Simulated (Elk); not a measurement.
## CoSi2: optical spectrum from first principles

Aim: the dielectric function of CoSi2, and the optical constants that follow from it. The cell comes from an older database entry, whose edges can differ from later determinations, mostly by under a per cent.

Calculated with Elk 11.2.3 (patched build); DFT, PBE, all-electron APW+lo, Dirac cores, scalar-relativistic bands, independent-particle optical response without local fields.

The database entry behind the starting cell differs from later determinations by our own check (0.1 to 0.3 % short, probably kX units), so it need not match the best structure at ambient conditions.

**1. Set-up**

It takes space group Fm-3m (No. 225, cubic). The conventional cell has a = 5.356 Å, b = 5.356 Å, c = 5.356 Å, α = 90.00°, β = 90.00°, γ = 90.00°. Co has 8 Si at 2.32 Å nearest. Nearest to Si lie 4 Co at 2.32 Å. Farther neighbours are not listed.

Coordinates:

```cif
data_structure
_symmetry_space_group_name_H-M 'P 1'
_symmetry_Int_Tables_number 1
_cell_length_a 3.7873
_cell_length_b 3.7873
_cell_length_c 3.7873
_cell_angle_alpha 60.000
_cell_angle_beta 60.000
_cell_angle_gamma 60.000
_cell_volume 38.41
loop_
_atom_site_label
_atom_site_type_symbol
_atom_site_fract_x
_atom_site_fract_y
_atom_site_fract_z
_atom_site_occupancy
Co1 Co 0.00000 0.00000 0.00000 1
Si2 Si 0.75000 0.75000 0.75000 1
Si3 Si 0.25000 0.25000 0.25000 1
```

**2. Ground state**

The self-consistent density comes first; it also tells whether there is a gap, which decides the occupations and the need for a Drude term.

This step: DFT, PBE, all-electron APW+lo, Dirac cores, scalar-relativistic bands, ground state (Elk 11.2.3 (patched build)).

Contents of elk.in:

```
tasks
  0
  120

xctype
  20

nempty
  10

lorbcnd
  .true.

rgkmax
  7.0

swidth
  0.0018375

maxscl
  100

epsengy
  1e-05

sppath
  './'

avec
  0.000000000000 5.060686561748 5.060686561748
  5.060686561748 0.000000000000 5.060686561748
  5.060686561748 5.060686561748 0.000000000000

atoms
  2
  'Co.in'
  1
  0.000000000000 0.000000000000 0.000000000000   0.000 0.000 0.000
  'Si.in'
  2
  0.750000000000 0.750000000000 0.750000000000   0.000 0.000 0.000
  0.250000000000 0.250000000000 0.250000000000   0.000 0.000 0.000

ngridk
  13 13 13
```

Command:

```
$ OMP_NUM_THREADS=4 elk
```

Numbers of over 12 decimals in the logs are rounded to 6 here.

Output:

```text
┌─────────────────────────┐
│ Elk code version 11.2.3 │
└─────────────────────────┘

All units are atomic (Hartree, Bohr, etc.)

┌─────────────────────────────────────────────────┐
│ Ground-state run starting from atomic densities │
└─────────────────────────────────────────────────┘

Lattice vectors :
   0.000000000       5.060686562       5.060686562
   5.060686562       0.000000000       5.060686562
   5.060686562       5.060686562       0.000000000

Reciprocal lattice vectors :
 -0.6207838828      0.6207838828      0.6207838828
  0.6207838828     -0.6207838828      0.6207838828
  0.6207838828      0.6207838828     -0.6207838828

Unit cell volume      :    259.2139170
Brillouin zone volume :   0.9569324683

Muffin-tin inner radius fraction :   0.1000000000E-01

Nuclei treated as point charges

Species : 1 (Co)
 parameters loaded from : Co.in
 name : cobalt
 nuclear charge    :   -27.00000000
 electronic charge :    27.00000000
 atomic mass :    107428.6517
 muffin-tin radius :    2.260530325
 number of radial points in muffin-tin :    993
 inner part over the whole radius :   0.9860653365E-02
 number on inner part of muffin-tin    :    699
 approximate nuclear radius :   0.7243775530E-04
 number of mesh points to nuclear radius :    334
 atomic positions (lattice), magnetic fields (Cartesian) :
  1 :   0.00000000  0.00000000  0.00000000    0.00000000  0.00000000  0.00000000

Species : 2 (Si)
 parameters loaded from : Si.in
 name : silicon
 nuclear charge    :   -14.00000000
 electronic charge :    14.00000000
 atomic mass :    51196.73458
 muffin-tin radius :    2.072152798
 number of radial points in muffin-tin :    793
 inner part over the whole radius :   0.9889614565E-02
 number on inner part of muffin-tin    :    552
 approximate nuclear radius :   0.5963282101E-04
 number of mesh points to nuclear radius :    247
 atomic positions (lattice), magnetic fields (Cartesian) :
  1 :  -0.25000000 -0.25000000 -0.25000000    0.00000000  0.00000000  0.00000000
  2 :   0.25000000  0.25000000  0.25000000    0.00000000  0.00000000  0.00000000

Total number of atoms per unit cell :    3
Total muffin-tin volume :    122.9250529
 ratio of muffin-tin to unit cell volume :   0.4742224272

Spin treatment :
 spin-unpolarised

Number of Bravais lattice symmetries :   48
Number of crystal symmetries         :   48
Crystal has inversion symmetry
Real symmetric eigensolver will be used

k-point grid :     13    13    13
k-point offset :    0.000000000       0.000000000       0.000000000
k-point set is reduced with full crystal symmetry group
Total number of k-points :       84

Muffin-tin radius times maximum |G+k| :    7.000000000
 using average radius
Maximum |G+k| for APW functions       :    3.278772518
Maximum (1/2)|G+k|²                   :    5.375174612
Maximum |G| for potential and density :    12.00000000
Constant for pseudocharge density :    7
 order of it for each species :   14  14
 order of it for pair densities of each species (exact exchange by exxq0 0: 14) :   11   9
Radial integration step length :    1

G-vector grid sizes :     28    28    28
Number of G-vectors :     7631

Maximum angular momentum used for
 APW functions            :    8
 outer part of muffin-tin :    6
 inner part of muffin-tin :    2

Total nuclear charge    :   -55.00000000
Total core charge       :    32.00000000
Total valence charge    :    23.00000000
Total excess charge     :    0.000000000
Total electronic charge :    55.00000000

Effective Wigner radius, rₛ :    1.040085413

Number of empty states         :     30
Total number of valence states :     42
Total number of core states    :     32

Conduction state local-orbitals added automatically
Third-order local-orbitals added for an l without core states : F
Total number of local-orbitals :    172

Exchange-correlation functional :     20     0     0
 Perdew-Burke-Ernzerhof, Phys. Rev. Lett. 77, 3865 (1996)
 gradient requirement :    1
 generalised gradient approximation (GGA)

Smearing type :    3
 Fermi-Dirac
Smearing width :   0.1837500000E-02
Effective electronic temperature (K) :    580.2366081

Mixing type :    3
 Broyden mixing, J. Phys. A: Math. Gen. 17, L317 (1984)

Kohn-Sham potential initialised from atomic data

┌──────────────────────────────┐
│ Self-consistent loop started │
└──────────────────────────────┘

┌─────────────────┐
│ Loop number : 1 │
└─────────────────┘

Energies :
 Fermi                       :     0.223917
 sum of occupied eigenvalues :     -1121.3751876523
 electron kinetic            :      2000.5131322827
 core electron kinetic       :      1849.9795157619
 Coulomb                     :     -3872.2513374539
 Coulomb potential           :     -2972.3936404161
 nuclear-nuclear             :     -334.90183815976
 electron-nuclear            :     -4112.2249957704
 Hartree                     :      574.87549647629
 Madelung                    :     -2386.0545172458
 xc potential                :     -149.49467951895
 exchange                    :     -99.754526600028
 correlation                 :     -2.425279
 electron entropic           :    -0.28407209671345E-03
 total energy                :     -1973.9182952992

Density of states at Fermi energy :    24.88498905
 (states/Hartree/unit cell)

Estimated indirect band gap :   0.3411571496E-02
 from k-point 36 to k-point 12
Estimated direct band gap   :   0.9197422326E-02
 at k-point 30

Charges :
 core                        :    32.00000000
 valence                     :    23.00000000
 interstitial                :    4.346487906
 muffin-tins (core leakage)
  species : 1 (Co)
   atom 1                    :    27.14595053     (  0.1025731671E-02)
  species : 2 (Si)
   atom 1                    :    11.75378078     (  0.2705741578E-02)
   atom 2                    :    11.75378078     (  0.2705741578E-02)
 total in muffin-tins        :    50.65351209
 total calculated charge     :    54.99349815
 total charge                :    55.00000000
 error                       :   0.6501849994E-02

┌─────────────────┐
│ Loop number : 2 │
└─────────────────┘

Energies :
 Fermi                       :     0.225826
 sum of occupied eigenvalues :     -1121.2205213384
 electron kinetic            :      2000.2403775649
 core electron kinetic       :      1850.0871886141
 Coulomb                     :     -3871.8427774818
 Coulomb potential           :     -2972.9036066546
 nuclear-nuclear             :     -334.90183815976
 electron-nuclear            :     -4110.8923787674
 Hartree                     :      573.95143944533
 Madelung                    :     -2385.3909741545
 xc potential                :     -148.55729224864
 exchange                    :     -99.706656832365
 correlation                 :     -2.424968
 electron entropic           :    -0.29185930419155E-03
 total energy                :     -1973.7343169431

Density of states at Fermi energy :    25.63479412
 (states/Hartree/unit cell)

Estimated indirect band gap :   0.2808119599E-02
 from k-point 36 to k-point 7
Estimated direct band gap   :   0.8753360786E-02
 at k-point 30

Charges :
 core                        :    32.00000000
 valence                     :    23.00000000
 interstitial                :    4.368623868
 muffin-tins (core leakage)
  species : 1 (Co)
   atom 1                    :    27.10353543     (  0.1029912268E-02)
  species : 2 (Si)
   atom 1                    :    11.76392035     (  0.2702938318E-02)
   atom 2                    :    11.76392035     (  0.2702938318E-02)
 total in muffin-tins        :    50.63137613
 total calculated charge     :    54.99349854
 total charge                :    55.00000000
 error                       :   0.6501455398E-02

RMS change in Kohn-Sham potential (target) :   0.6460040705     (  0.1000000000E-05)
Absolute change in total energy (target)   :   0.1839783561     (  0.1000000000E-04)

[... 15 loops left out ...]

┌──────────────────┐
│ Loop number : 18 │
└──────────────────┘

Energies :
 Fermi                       :     0.346771
 sum of occupied eigenvalues :     -1115.4682164649
 electron kinetic            :      1995.8584355651
 core electron kinetic       :      1849.9942841307
 Coulomb                     :     -3867.8572847339
 Coulomb potential           :     -2979.6786767686
 nuclear-nuclear             :     -334.90183815976
 electron-nuclear            :     -4096.0125899765
 Hartree                     :      563.05714340239
 Madelung                    :     -2378.0179463496
 xc potential                :     -131.64797526147
 exchange                    :     -99.175316887772
 correlation                 :     -2.421989
 electron entropic           :    -0.37795356053408E-03
 total energy                :     -1973.5965328386

Density of states at Fermi energy :    35.03921214
 (states/Hartree/unit cell)

Estimated indirect band gap :   0.5946984044E-03
 from k-point 18 to k-point 36
Estimated direct band gap   :   0.5728426001E-02
 at k-point 30

Charges :
 core                        :    32.00000000
 valence                     :    23.00000000
 interstitial                :    4.686232687
 muffin-tins (core leakage)
  species : 1 (Co)
   atom 1                    :    26.42286964     (  0.1033368970E-02)
  species : 2 (Si)
   atom 1                    :    11.94544884     (  0.2556990925E-02)
   atom 2                    :    11.94544884     (  0.2556990925E-02)
 total in muffin-tins        :    50.31376731
 total calculated charge     :    54.99378745
 total charge                :    55.00000000
 error                       :   0.6212546098E-02

RMS change in Kohn-Sham potential (target) :   0.7110036180E-07 (  0.1000000000E-05)
Absolute change in total energy (target)   :   0.8036601912E-05 (  0.1000000000E-04)

Convergence targets achieved

┌──────────────────┐
│ Loop number : 19 │
└──────────────────┘

Energies :
 Fermi                       :     0.346771
 sum of occupied eigenvalues :     -1115.4682152026
 electron kinetic            :      1995.8584361746
 core electron kinetic       :      1849.9942842663
 Coulomb                     :     -3867.8572845127
 Coulomb potential           :     -2979.6786770660
 nuclear-nuclear             :     -334.90183815976
 electron-nuclear            :     -4096.0125892233
 Hartree                     :      563.05714287043
 Madelung                    :     -2378.0179459797
 xc potential                :     -131.64797431115
 exchange                    :     -99.175316855557
 correlation                 :     -2.421989
 electron entropic           :    -0.37795357257404E-03
 total energy                :     -1973.5965319756

Density of states at Fermi energy :    35.03921376
 (states/Hartree/unit cell)

Estimated indirect band gap :   0.5946970752E-03
 from k-point 18 to k-point 36
Estimated direct band gap   :   0.5728423062E-02
 at k-point 30

Charges :
 core                        :    32.00000000
 valence                     :    23.00000000
 interstitial                :    4.686232718
 muffin-tins (core leakage)
  species : 1 (Co)
   atom 1                    :    26.42286960     (  0.1033368966E-02)
  species : 2 (Si)
   atom 1                    :    11.94544884     (  0.2556990919E-02)
   atom 2                    :    11.94544884     (  0.2556990919E-02)
 total in muffin-tins        :    50.31376728
 total calculated charge     :    54.99378745
 total charge                :    55.00000000
 error                       :   0.6212546083E-02

┌──────────────────────────────┐
│ Self-consistent loop stopped │
└──────────────────────────────┘

Warning : core states of species 1 leak from the muffin-tin :   0.1033368966E-02

Warning : core states of species 2 leak from the muffin-tin :   0.2556990919E-02

Wrote STATE.OUT
```

Run time: 20 s. Hardware: 4 threads of Arm Neoverse V1, shared host; peak memory 0.1 GiB.

This run has no spin polarisation, although Co can carry a moment.

Numbers from this step:

| Property | Result |
| --- | --- |
| total energy | -1974 Ha |
| Fermi energy | 9.436 eV |
| DOS at the Fermi level | 1.288 states/eV/cell |

There are states at the Fermi level within the smearing, so the occupations stay smeared and the carriers get a Drude term.

**3. Independent particles**

With the density converged, the vertical transitions are summed over the zone.

This step: DFT, PBE, all-electron APW+lo, Dirac cores, scalar-relativistic bands, independent-particle optical response without local fields (Elk 11.2.3 (patched build)).

elk.in, as its differences from that of step 2:

```diff
@@ -1,4 +1,9 @@
 tasks
-  0
-  120
+  121
+
+optcomp
+  1 1
+
+intraband
+  .true.
 
@@ -17,9 +22,7 @@
 swidth
-  0.0018375
+  0.0055124
 
-maxscl
-  100
-
-epsengy
-  1e-05
+wplot
+  400 100 0
+  0.0 0.51449
```

Command:

```
$ OMP_NUM_THREADS=4 elk
```

Output:

```text
┌─────────────────────────────────┐
│ Elk code version 11.2.3 started │
└─────────────────────────────────┘

Info(readinput): the functional depends on the density's gradient
 muffin-tin radial points multiplied by    2.00000
 (not where nrmtscf is given)

┌────────────────────┐
│ Current task : 121 │
└────────────────────┘
Info(checkmt): changed muffin-tin radius of species 1 (Co) from   2.4000 to   2.2605
Info(checkmt): changed muffin-tin radius of species 2 (Si) from   2.2000 to   2.0722

Info(dielectric):
 dielectric tensor written to EPSILON_ij.OUT
 optical conductivity written to SIGMA_ij.OUT
 plasma frequency written to PLASMA_ij.OUT
 for components
  i = 1, j = 1

┌──────────────────┐
│ Elk code stopped │
└──────────────────┘
```

Wall time 3.4 s (4 threads); peak memory 0.04 GiB; 13 s of CPU time.

Numbers from this step:

```
Drude plasma energy, first axis : 6.347 eV
```

The Im ε, E ∥ x has structure finer than the step of the table below, so its rows give means over 0.5 eV, whole bins alone (the curve runs from 0.315 to 14.0 eV). Peaks (eV: height): 2.87: 14.4, 5.46: 19.8.

Sum at mesh points, not converged in k. Table of Im ε, E ∥ x by photon energy; means over each step:

| photon energy (eV) | Im ε, E ∥ x |
| --- | --- |
| 1.0 | 16.6 |
| 1.5 | 7.35 |
| 2.0 | 7.52 |
| 2.5 | 10.4 |
| 3.0 | 12.8 |
| 3.5 | 9.70 |
| 4.0 | 10.8 |
| 4.5 | 11.0 |
| 5.0 | 12.8 |
| 5.5 | 18.4 |
| 6.0 | 16.1 |
| 6.5 | 12.2 |
| 7.0 | 8.04 |
| 7.5 | 7.18 |
| 8.0 | 5.87 |
| 8.5 | 4.34 |
| 9.0 | 3.71 |
| 9.5 | 2.88 |
| 10.0 | 2.42 |
| 10.5 | 2.11 |
| 11.0 | 1.94 |
| 11.5 | 1.62 |
| 12.0 | 1.42 |
| 12.5 | 1.28 |
| 13.0 | 0.988 |
| 13.5 | 0.818 |

Values under 1 per cm are given as 1; sum at mesh points, not converged in k. Table of absorption coefficient, E ∥ x by photon energy:

| photon energy (eV) | absorption coefficient, E ∥ x (1/cm) |
| --- | --- |
| 0.490 | 6.0e5 |
| 1.015 | 6.0e5 |
| 1.505 | 4.3e5 |
| 1.995 | 3.1e5 |
| 2.485 | 3.8e5 |
| 3.010 | 7.1e5 |
| 3.500 | 6.2e5 |
| 3.990 | 7.3e5 |
| 4.515 | 8.7e5 |
| 5.005 | 9.4e5 |
| 5.495 | 1.7e6 |
| 5.985 | 1.9e6 |
| 6.510 | 2.1e6 |
| 7.000 | 1.9e6 |
| 7.490 | 2.0e6 |
| 8.015 | 2.1e6 |
| 8.505 | 2.0e6 |
| 8.995 | 2.0e6 |
| 9.485 | 2.0e6 |
| 10.010 | 1.9e6 |
| 10.500 | 1.9e6 |
| 10.990 | 1.9e6 |
| 11.515 | 1.9e6 |
| 12.005 | 1.8e6 |
| 12.495 | 1.8e6 |
| 12.985 | 1.8e6 |
| 13.510 | 1.7e6 |

Sum at mesh points, not converged in k. The loss function −Im 1/ε at q → 0, E ∥ x by energy loss; read off at these points:

| energy loss (eV) | loss function −Im 1/ε at q → 0, E ∥ x |
| --- | --- |
| 0.500 | 0.00319 |
| 0.750 | 0.00616 |
| 1.000 | 0.0107 |
| 1.250 | 0.0261 |
| 1.500 | 0.0739 |
| 1.750 | 0.149 |
| 1.785 | 0.152 |
| 2.000 | 0.104 |
| 2.250 | 0.0878 |
| 2.500 | 0.0570 |
| 2.750 | 0.0578 |
| 3.000 | 0.0703 |
| 3.250 | 0.0855 |
| 3.465 | 0.0875 |
| 3.500 | 0.0873 |
| 3.750 | 0.0755 |
| 4.000 | 0.0690 |
| 4.250 | 0.0740 |
| 4.500 | 0.0747 |
| 4.750 | 0.0689 |
| 5.000 | 0.0621 |
| 5.250 | 0.0492 |
| 5.500 | 0.0506 |
| 5.750 | 0.0596 |
| 6.000 | 0.0580 |
| 6.250 | 0.0614 |
| 6.500 | 0.0639 |
| 6.750 | 0.0666 |
| 7.000 | 0.0853 |
| 7.250 | 0.0929 |
| 7.500 | 0.0912 |
| 7.750 | 0.0948 |
| 8.000 | 0.0922 |
| 8.250 | 0.0955 |
| 8.500 | 0.106 |
| 8.750 | 0.114 |
| 9.000 | 0.126 |
| 9.250 | 0.121 |
| 9.500 | 0.119 |
| 9.750 | 0.142 |
| 10.000 | 0.151 |
| 10.250 | 0.157 |
| 10.500 | 0.183 |
| 10.750 | 0.190 |
| 11.000 | 0.186 |
| 11.250 | 0.197 |
| 11.500 | 0.205 |
| 11.750 | 0.212 |
| 12.000 | 0.244 |
| 12.250 | 0.248 |
| 12.500 | 0.247 |
| 12.750 | 0.240 |
| 13.000 | 0.261 |
| 13.250 | 0.288 |
| 13.500 | 0.294 |
| 13.750 | 0.367 |

The reflectivity at normal incidence, E ∥ x has structure finer than the step of the table below, so its rows give means over 0.5 eV, whole bins alone (the curve runs from 0.315 to 14.0 eV). Peaks (eV: height): 2.94: 44.0, 6.75: 61.7, 9.52: 62.9, 13.51: 61.1.

Sum at mesh points, not converged in k. Reflectivity at normal incidence, E ∥ x against photon energy; means over each step:

photon energy (eV), reflectivity at normal incidence, E ∥ x (%) and a bar from the least value:
```
      1.0       86.8 ##############################
      1.5       61.3 ################
      2.0       32.5 
      2.5       36.7 ##
      3.0       41.9 #####
      3.5       36.0 ##
      4.0       37.7 ###
      4.5       38.1 ###
      5.0       40.5 ####
      5.5       50.8 ##########
      6.0       54.5 ############
      6.5       58.9 ###############
      7.0       58.3 ##############
      7.5       56.4 #############
      8.0       59.2 ###############
      8.5       60.5 ###############
      9.0       58.6 ##############
      9.5       61.7 ################
     10.0       59.6 ###############
     10.5       57.2 ##############
     11.0       57.1 ##############
     11.5       58.1 ##############
     12.0       56.6 #############
     12.5       57.5 ##############
     13.0       60.1 ###############
     13.5       59.9 ###############
```

Optical constants at common wavelengths, from n + ik = √ε:

| wavelength (nm) | n | k | R (%) | 1/α |
| --- | --- | --- | --- | --- |
| 1550 | 1.75 | 7.642 | 89.4 | 16 nm |
| 633 | 2.38 | 1.533 | 30.9 | 33 nm |
| 532 | 2.91 | 1.372 | 32.2 | 31 nm |
| 450 | 3.35 | 2.017 | 41.7 | 18 nm |
| 365 | 2.70 | 1.843 | 36.8 | 16 nm |
| 308 | 3.07 | 1.848 | 38.5 | 13 nm |
| 248 | 3.23 | 1.846 | 39.4 | 11 nm |

In reflection the computed colour is faintly blue: x = 0.294, y = 0.300, luminous reflectivity 33 %.

**4. Summary of results**

```yaml
drude_plasma_energy_first_axis: 6.35 eV
```

In words: At this level (PBE, independent particles) CoSi2 is a metal with a Drude plasma energy of 6.3 eV. The mesh is too coarse to trust the carriers' weight, the reflectivity or the colour to better than tens of per cent. Along x the bare Drude plasma energy is 6.3 eV; Re ε first rises through zero at 1.79 eV, far lower, because interband transitions screen the carriers. Im ε is 6.6 there, so the loss peak at that energy is weak. In reflection the computed colour is faintly blue: x = 0.294, y = 0.300, luminous reflectivity 33 %. The carriers' damping of 0.15 eV is typed, not computed; at 0.8 eV the carriers give 43 % of Im ε along the first axis; the rest comes from the sum over bands, which at low energy also holds close bands and the noise of the mesh. The run has no spin polarisation; magnetic order or correlation, untested here, could change the spectrum. The sum runs over mesh points 0.16 Å⁻¹ apart with no interpolation, so peaks are partly noise of the mesh, and the Drude plasma energy, a sum over the Fermi surface, isn't converged.

[Machine, clock and banner lines and Python warnings are left out of the logs.]

[Logs are printed without paths, hosts, clocks, repeated set-up lines and the standing remarks that a program may print on its own settings, such as how far it seeks lower states.]

[Hosts, paths, dates, database ids (printed as entryN), source tags and the programs' standing remarks are cut or masked in the printed files.]
